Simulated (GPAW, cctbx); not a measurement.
# By hand: from a DFT structure factor to an extinction distance in Cd4TeS3

Cd4TeS3, P-43m (no. 215), a = 6.0884 Å, b = 6.0884 Å, c = 6.0884 Å, α = 90.00°, β = 90.00°, γ = 90.00°.

```csv
atom,mult.,x,y,z
Te1,1,0,0,0
Cd1,4,0.2640,0.2640,0.2640
S1,3,0,1/2,1/2
```

The cell is our own: ordered zincblende alloy in the eight-atom cube, 1 of 4 S sites given to Te.

A DFT run (GPAW, PBE, 600 eV, 4×4×4 k-points, Fermi–Dirac width 0.02 eV) gives the static X-ray structure factor of 020 as 80.580 e for the conventional cell; superposed free atoms give 81.327 e. **Problem.** Find the Fourier component V of the crystal potential and the two-beam extinction distance at 120 kV in both cases.

**1. Geometry**

The cell volume is Ω = 225.68 Å³ and d(020) = 3.0442 Å, so g = 1/d = 0.3285 Å⁻¹.

**2. The nuclei**

Electrons feel nuclei as well as electrons, so the nuclear charges are summed with the same phases.

Phase sums Σ exp(2πi h·x), turned so that the total is real and positive: Te -1.000, Cd +3.939, S -3.000. Then F_Z = 52 × (-1.000) + 48 × (+3.939) + 16 × (-3.000) = 89.06 e. The electron term has the same sign for this reflection.

**3. Mott–Bethe**

Poisson's equation, term by term, gives V = (e/4πε₀)(F_Z − F)/(πΩg²), with e/4πε₀ = 14.3996 V Å.

The prefactor is 14.3996 × 3.0442²/(π × 225.68) = 0.18821 V per electron. Free atoms: (89.06 − 81.327) × 0.18821 = 1.455 V. Crystal: (89.06 − 80.580) × 0.18821 = 1.595 V. F changes by -0.92 % and V by +9.7 %: the same 0.75 e is measured against F_Z − F = 7.7 e in place of F = 81.3 e.

**4. Extinction distance**

In the two-beam case ξ = 1/(λU) with U = 2γm₀eV/h², that is ξ = 150.41 V Å²/(γλV).

At 120 kV, λ = 0.03349 Å and γ = 1.2348. Free atoms: ξ = 2500 Å. Crystal: ξ = 2280 Å. The thickness fringes go as sin²(πt/ξ), so the two patterns slip by a quarter of a period when t|1/ξ₁ − 1/ξ₀| = 1/4, at t ≈ 647 nm. Thermal motion, absorption and many-beam coupling, left out here, change a real pattern.

**5. Answer**

V(020) is 1.60 V against 1.45 V, and ξ is 2280 against 2500 Å. Limits: static atoms, two beams.

[Outputs are excerpts: Python notices, other lines and further rows are left out; steps that failed or that the build refused (PBEsol, TPSS) are not shown.]

[Logs are printed without paths, hosts, clocks, repeated set-up lines and the standing remarks that a program may print on its own settings, such as how far it seeks lower states.]
